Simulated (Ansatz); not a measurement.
**BaTiO3 (P4mm): how G0W0 depends on its starting point**

Aim: G0W0 for BaTiO3 (P4mm) on several starting functionals, at one mesh, band count and screening cutoff.

Method: G0W0 on several functionals, plane waves, PAW, in Ansatz 0.2.0.

The database entry behind the starting cell differs from later determinations by our own check (c/a about 0.6 % short), so it need not match the best structure at ambient conditions.

### 1. Set-up

It takes space group P4mm (No. 99, tetragonal). Conventional cell: a = 4.000 Å, b = 4.000 Å, c = 4.018 Å, α = 90.00°, β = 90.00°, γ = 90.00°. Nearest to Ba lie 12 O at 2.79 to 2.88 Å. Nearest to Ti lie 6 O at 1.89 to 2.13 Å. Nearest to O lie 2 Ti at 1.89 to 2.13 Å and 4 Ba at 2.83 Å. Nearest to O lie 2 Ti at 2.00 Å and 4 Ba at 2.79 to 2.88 Å. Farther neighbours and most contacts between anions are not listed.

The cell and positions come from the Crystallography Open Database and are kept as given unless a step says otherwise. Spin-orbit coupling is left out unless a step names it.

### 2. G0W0 on PBE

G0W0 replaces the xc potential by the self-energy, built once from these orbitals. Only a window of levels is corrected, while the sums run over the empty bands that the input names. This step takes hard PAW files.

This step: G0W0 on PBE, plane waves, PAW.

The input, input.yaml:

```yaml
crystal:
  lattice:
    - [3.9998, 0.0, 0.0]
    - [0.0, 3.9998, 0.0]
    - [0.0, 0.0, 4.018]
  atoms:
    - { symbol: Ba, position: [0.0, 0.0, 0.0] }
    - { symbol: Ti, position: [0.5, 0.5, 0.49] }
    - { symbol: O, position: [0.5, 0.5, 0.019] }
    - { symbol: O, position: [0.5, 0.0, 0.517] }
    - { symbol: O, position: [0.0, 0.5, 0.517] }
kpoints:
  mp_grid: { grid: [6, 6, 6] }
hamiltonian:
  xc: pbe
  pseudopotentials: { kind: paw, source: ansatz }
scf:
  occupations: { method: fixed }
gw:
  n_empty_bands: 382
  ecut_chi: 190.0
  qp_bands: [v2, c2]
  qp_kpoints: band_edges
  screening: { model: contour_deformation }
```

Run with:

```bash
$ ansatz run input.yaml --threads 4 --pin off --max-ram 138240MiB --backend cuda --events-out ev --progress --plain --runs-dir out --devices 1 --max-vram 26GiB
```

Numbers of over 12 decimals in the logs are rounded to 6 here.

Log:

```text
GPUs: using 1 of 1 available (devices: 1).
Engine: ansatz 0.2.0, x86_64-unknown-linux-gnu
Pseudopotentials: kind: paw
Pseudopotential: Ba, paw, valence charge 10, recommended cutoff 300 eV (normal), Ba.paw.azcp
Pseudopotential: Ti, paw, valence charge 12, recommended cutoff 740 eV (normal), Ti.paw.azcp
Pseudopotential: O, paw, valence charge 6, recommended cutoff 930 eV (normal), O.paw.azcp
Functional definition: PBE
  parameter kappa = 0.804
  parameter beta = 0.066725
  exchange = pbe_x(kappa = kappa, mu = beta*pi^2/3)
  correlation = pbe_c(beta = beta)
device memory: the entry about to start is reckoned to put 2.8 GiB on a device that reports 55.6 GiB free (of which the cap on the GPU budget leaves the run 26.0 GiB)
GPU FFT provider: cuFFT
GPU libraries: cuBLAS 13.8.2, cuFFT 12.4.0, cuSOLVER 12.3.4
Crystal: 5 atoms, lattice volume = 64.282 Å³
Basis set: ecut = 930 eV, 4115 PW (Γ)
Bands: 25, of which v1, the nominal top of the filled ones, is band 20 counted from 1 (19 counted from 0)
Symmetry: 8 space group operations
Space group: P4mm (ITA 99), of the structure as read, at distance tolerance 4.0e-5 Å
k-points: 40 of 216 (time reversal used)
Non-local potential: Ba, projectors of the file, l = 0: 3, l = 1: 2, l = 2: 2, l = 3: 2
Non-local potential: Ti, projectors of the file, l = 0: 2, l = 1: 2, l = 2: 2, l = 3: 1
Non-local potential: O, projectors of the file, l = 0: 2, l = 1: 2, l = 2: 1
PAW form: soft (Blöchl's): semilocal exchange-correlation on the pseudo side does not see the compensation charge
PAW one-centre angular grid: Ba, 194 points (default); XC on 64 Gauss nodes
PAW one-centre angular grid: Ti, 590 points (default); XC on 64 Gauss nodes
PAW one-centre angular grid: O, 110 points (default); XC on 64 Gauss nodes
Initial density: superposition of atomic densities (chi_scale 0.1, normalization cell, long waves kept (reshape's long-wave potential 0.00 eV rms))
Initial wavefunctions: pseudopotential atomic-orbital guess
GPU buffer pool allocated for 91125 grid points (all kernels)
GPU transforms: local potential and band sums: pruned to the plane-wave sphere, on 45×45×45
Functional: x = pbe(κ = 0.804, μ = 0.219515), c = pbe(β = 0.066725)
SCF iter   1: F=—  HF=-10146.709587 eV  |F-HF|=—  |Δ(HF+E_count)|=         —  Δρ=9.37e-2  dr2=7.59e0  ethr=3.10e-3  ⟨swp⟩=4.1  Hψ=3962  notcnv=0  defer=57
preconditioner: auto → Resta (q_TF=auto, 2.521 Å⁻¹)  ε∞=4.5  [insulator: Δε(μ)=4.119 eV  Ē_g=13.914 eV  n_scr=18 (ndim 8)  ℏωp=26.2 eV  f_vac=0.002  ε∞_Penn≈4.5]
SCF iter   2: F=—  HF=-10144.855394 eV  |F-HF|=—  |Δ(HF+E_count)|=    1.85e0  Δρ=5.43e-2  dr2=1.06e0  ethr=3.10e-3  ⟨swp⟩=3.5  Hψ=2423  notcnv=0  defer=84
SCF iter   3: F=—  HF=-10144.648715 eV  |F-HF|=—  |Δ(HF+E_count)|=   2.07e-1  Δρ=2.22e-2  dr2=3.39e-1  ethr=2.65e-3  ⟨swp⟩=2.0  Hψ=1738  notcnv=0  defer=80
SCF iter   4: F=—  HF=-10144.594704 eV  |F-HF|=—  |Δ(HF+E_count)|=   5.40e-2  Δρ=9.86e-3  dr2=5.21e-2  ethr=8.47e-4  ⟨swp⟩=2.5  Hψ=1472  notcnv=0  defer=102
SCF iter   5: F=—  HF=-10144.593510 eV  |F-HF|=—  |Δ(HF+E_count)|=   1.19e-3  Δρ=5.81e-3  dr2=2.89e-2  ethr=1.30e-4  ⟨swp⟩=3.0  Hψ=2326  notcnv=0  defer=113
SCF iter   6: F=—  HF=-10144.589568 eV  |F-HF|=—  |Δ(HF+E_count)|=   3.94e-3  Δρ=2.22e-3  dr2=3.87e-3  ethr=7.22e-5  ⟨swp⟩=2.0  Hψ=1346  notcnv=0  defer=111
SCF iter   7: F=—  HF=-10144.589137 eV  |F-HF|=—  |Δ(HF+E_count)|=   4.31e-4  Δρ=8.28e-4  dr2=5.23e-4  ethr=9.66e-6  ⟨swp⟩=2.8  Hψ=1459  notcnv=0  defer=116
SCF iter   8: F=—  HF=-10144.589101 eV  |F-HF|=—  |Δ(HF+E_count)|=   3.58e-5  Δρ=5.37e-4  dr2=2.41e-4  ethr=1.31e-6  ⟨swp⟩=1.0  Hψ=960  notcnv=0  defer=81
SCF iter   9: F=—  HF=-10144.589065 eV  |F-HF|=—  |Δ(HF+E_count)|=   3.60e-5  Δρ=1.73e-4  dr2=2.51e-5  ethr=6.02e-7  ⟨swp⟩=1.9  Hψ=1021  notcnv=0  defer=44
SCF iter  10: F=—  HF=-10144.589061 eV  |F-HF|=—  |Δ(HF+E_count)|=   4.08e-6  Δρ=1.62e-5  dr2=2.35e-7  ethr=6.29e-8  ⟨swp⟩=1.2  Hψ=1013  notcnv=0  defer=40
SCF iter  11: F=-10144.589061 eV  HF=-10144.589061 eV  |F-HF|=1.27e-10  |Δ(HF+E_count)|=   2.08e-8  Δρ=1.10e-6  dr2=3.16e-10  ethr=2.50e-10  ⟨swp⟩=9.8  Hψ=4043  notcnv=0
SCF 1 converged in 11 iterations: F = -10144.589061 eV  dr2 = 3.16e-10
  greatest PAW one-centre occupation: 0.931 electrons in one spin orbital (limit 2), on the Ti atom at site 1 (counted from 0), in its partial waves of l = 0
device memory: the entry about to start is reckoned to put 2.9 GiB (of the 3.2 GiB reckoned in all, the device holds 0.3 GiB already) on a device that reports 55.2 GiB free (of which the cap on the GPU budget leaves the run 25.7 GiB)
NSCF: frozen V_eff on 40 k-points, pencils in batches of 32, up to order 100
the band table was solved once the SCF had ended and its energy, with any forces and stress, was formed, with the checks that follow a solve (4626 applications of the Hamiltonian). They found nothing against the state; the energy, forces and stress were not computed again (output.eigenvalues in the input reference)
device memory: the entry about to start is reckoned to put 8.9 GiB on a device that reports 55.6 GiB free (of which the cap on the GPU budget leaves the run 26.0 GiB)
NSCF: frozen V_eff on 40 k-points
G₀W₀ screening: q 1/40
[... further progress lines ...]
SCF converged after 11 iterations
Free energy (F): -10144.589061 eV
Harris-Foulkes:  -10144.589061 eV  (|F-HF|=1.27e-10)
Internal energy: -10144.589061 eV  (E = F + TS)
E sigma→0 (E₀):  -10144.589061 eV
Fermi energy:    10.325022 eV
--- Per-component energies (eV) ---
  E_band       = -140.544678
  E_kinetic    = 1425.728335
  E_local      = -3000.432953  (includes V_loc(G=0)·N_el)
  E_nonlocal   = 645.289431
  E_hartree    = 836.280631
  E_xc         = -827.135099
  E_vxc        = -782.404375  (∫ρ·V_xc dr)
  E_paw        = -6407.941457  (= ΣΔE_a)
  E_vpaw       = -101.286018  (= ΣTr[D̂ρ^β])
  E_aug_tail   = -0.000011  (compensation charges beyond the density's cutoff)
  E_ewald      = -2816.377938
  E_smearing   = -0.000000  (= −TS)
  E_closure    = -0.000000  (closes the sum)
  Σ components = -10144.589061   (vs F -10144.589061, Δ=0.00e0)
--- Band table (eV; the first three rows and the last of 40) ---
  k-point 0: bands = [... 16 lower, 9.1709, 10.0563, 10.0710, 10.0710, 12.1551, 12.3664, 12.3664, 14.3479, ... 1 higher]
  k-point 1: bands = [... 16 lower, 8.9613, 9.5051, 9.9542, 9.9542, 12.1860, 12.8030, 12.8030, 14.3470, ... 1 higher]
  k-point 2: bands = [... 16 lower, 8.5950, 8.7327, 9.7494, 9.7494, 12.2498, 13.5621, 13.5621, 14.3474, ... 1 higher]
  k-point 39: bands = [... 16 lower, 7.9685, 10.2417, 10.2417, 10.3250, 14.5298, 14.5298, 14.5315, 16.9633, ... 1 higher]
--- G₀W₀: contour deformation, 7 samples at zero and on the imaginary axis and 2 off it, 216 q-points, 382 empty bands' worth ---
  eigenvalues of the whole cell's RPA ε∞ on this k-mesh (on a slab, of 1 + 4πα/V) = 5.8849, 6.2715, 6.2715; static W/v taken at q = 0 is 0.162798
  bands read: the sum over 402 bands ends inside a degenerate multiplet in 2 slots, whose members it reads at an even weight; the widest, k=1: bands 402 to 403 (counted from 1) at 1/2 each
  gw.qp_kpoints: band_edges: 28 of 40 stored k-points solved, in 1 pass; an edge of the gap read off the rows below is read off those points alone
    valence top: of the k-points left out ik 5 came nearest to being solved in a further pass, in band 20 (counted from 1, as in the quasiparticle table): it holds the edge there only if its correction is more favourable than any solved in that band by at least 0.502 eV; those differ by 0.049 eV
    conduction bottom: of the k-points left out ik 5 came nearest to being solved in a further pass, in band 21 (counted from 1, as in the quasiparticle table): it holds the edge there only if its correction is more favourable than any solved in that band by at least 0.502 eV; those differ by 0.057 eV
    ik  band        ε_KS         Σx   Σc(E_QP)       V_xc       Z   E_QP_lin       E_QP  E_QP is
     0    19     10.0710   -25.6242     4.0024   -21.1257  0.7199     9.5699     9.5749  root
     0    20     10.0710   -25.6242     4.0024   -21.1257  0.7199     9.5699     9.5749  root
     0    21     12.1551   -12.6263    -6.6396   -20.2359  0.7309    13.1438    13.1251  root
     0    22     12.3664   -13.1089    -6.3478   -20.4178  0.7295    13.3458    13.3275  root
     1    19      9.9542   -25.6236     4.0920   -21.0246  0.7185     9.4418     9.4472  root
     1    20      9.9542   -25.6236     4.0920   -21.0246  0.7185     9.4418     9.4472  root
     1    21     12.1860   -12.6869    -6.6871   -20.3534  0.7295    13.1849    13.1655  root
     1    22     12.8030   -13.7357    -6.4323   -21.1398  0.7186    13.7957    13.7748  root
     2    19      9.7494   -25.6430     4.2563   -20.8550  0.7166     9.2114     9.2177  root
     2    20      9.7494   -25.6430     4.2563   -20.8550  0.7166     9.2114     9.2177  root
     2    21     12.2498   -12.8175    -6.7873   -20.6041  0.7267    13.2697    13.2490  root
     2    22     13.5621   -14.4614    -6.9210   -22.3928  0.6967    14.6021    14.5726  root
     3    19      9.6587   -25.6765     4.3384   -20.7933  0.7159     9.1071     9.1139  root
     3    20      9.6587   -25.6765     4.3384   -20.7933  0.7159     9.1071     9.1139  root
     3    21     12.2826   -12.8878    -6.8405   -20.7380  0.7252    13.3137    13.2922  root
     3    22     13.9140   -14.7447    -7.2389   -23.0107  0.6847    14.9761    14.9411  root
     4    19      9.8556   -25.2925     3.8453   -20.9603  0.7192     9.3638     9.3687  root
     4    20      9.9489   -25.8060     4.1461   -21.1527  0.7190     9.4364     9.4418  root
     4    21     12.3884   -13.1535    -6.3939   -20.5152  0.7285    13.3750    13.3562  root
     4    22     12.6642   -13.5836    -6.5269   -21.0704  0.7184    13.6443    13.6241  root
     8    19      9.5487   -25.3130     4.0032   -20.7916  0.7170     9.0246     9.0305  root
     8    20      9.6477   -25.7090     4.2379   -20.9434  0.7163     9.1138     9.1200  root
     8    21     12.4457   -13.2052    -6.5537   -20.7519  0.7256    13.4593    13.4388  root
     8    22     13.4845   -14.4351    -6.9311   -22.3517  0.6954    14.4987    14.4700  root
[...]
38    19      9.9645   -25.4194     4.5457   -20.3409  0.7086     9.4249     9.4317  root
    38    20     10.3128   -25.8231     4.5736   -20.7503  0.7086     9.8080     9.8137  root
    38    21     14.3529   -14.7025    -7.6909   -23.4130  0.6712    15.4130    15.3725  root
    38    22     14.3529   -14.7025    -7.6909   -23.4130  0.6712    15.4130    15.3725  root
    39    19     10.2417   -25.8209     4.5483   -20.7632  0.7102     9.7265     9.7323  root
    39    20     10.3250   -25.8519     4.5713   -20.7851  0.7087     9.8240     9.8295  root
    39    21     14.5298   -14.7147    -7.9147   -23.6522  0.6643    15.5961    15.5526  root
    39    22     14.5298   -14.7147    -7.9147   -23.6522  0.6643    15.5961    15.5526  root
```

It took 3.1 min on 1 × NVIDIA H100 80GB HBM3 (shared by 3 runs) with 4 threads of AMD EPYC 7R13 (Zen 3), shared host; peak memory 3.4 GiB; 5.8 min of CPU time.

Reading the cycles: dr2 is the Hartree energy of the density residual (eV), the measure of convergence; HF is the Harris–Foulkes estimate of the energy, which meets the free energy F at convergence.

This step gave:

```
bands summed                                 : 402
RPA ε∞ on this mesh (eigenvalues)            : 5.885, 6.271, 6.271
plane waves in the screening matrix          : 389
q-points in the mesh                         : 216
G0W0 gap on the mesh                         : 3.296 eV
k of the valence top                         : -0.5, -0.5, -0.5
k of the conduction bottom                   : 0, 0, 0
starting gap on the mesh                     : 1.830 eV
Z at the valence top                         : 0.7087
Z at the conduction bottom                   : 0.7309
least direct G0W0 gap on the computed points : 3.550 eV
```

The gap on the mesh goes from 1.83 eV to 3.30 eV, a correction of +1.47 eV. Between the two edge states, bare exchange in place of the xc potential would open the gap by 12.68 eV, and correlation takes back 11.21 eV.

[end of part 1 of 2]

[Paths, hosts, dates, memory and timing lines, banners, echoed tables and standing remarks are left out of the program output.]

[Logs are printed without paths, hosts, clocks, repeated set-up lines and the standing remarks that a program may print on its own settings, such as how far it seeks lower states.]

[Runs of the session that timed out or met a known fault of the program may be left out.]

[Cells called generated may have been cut or substituted from an entry of the Crystallography Open Database or the Materials Project.]

[Hosts, paths, dates, database ids (printed as entryN), source tags and the programs' standing remarks are cut or masked in the printed files.]
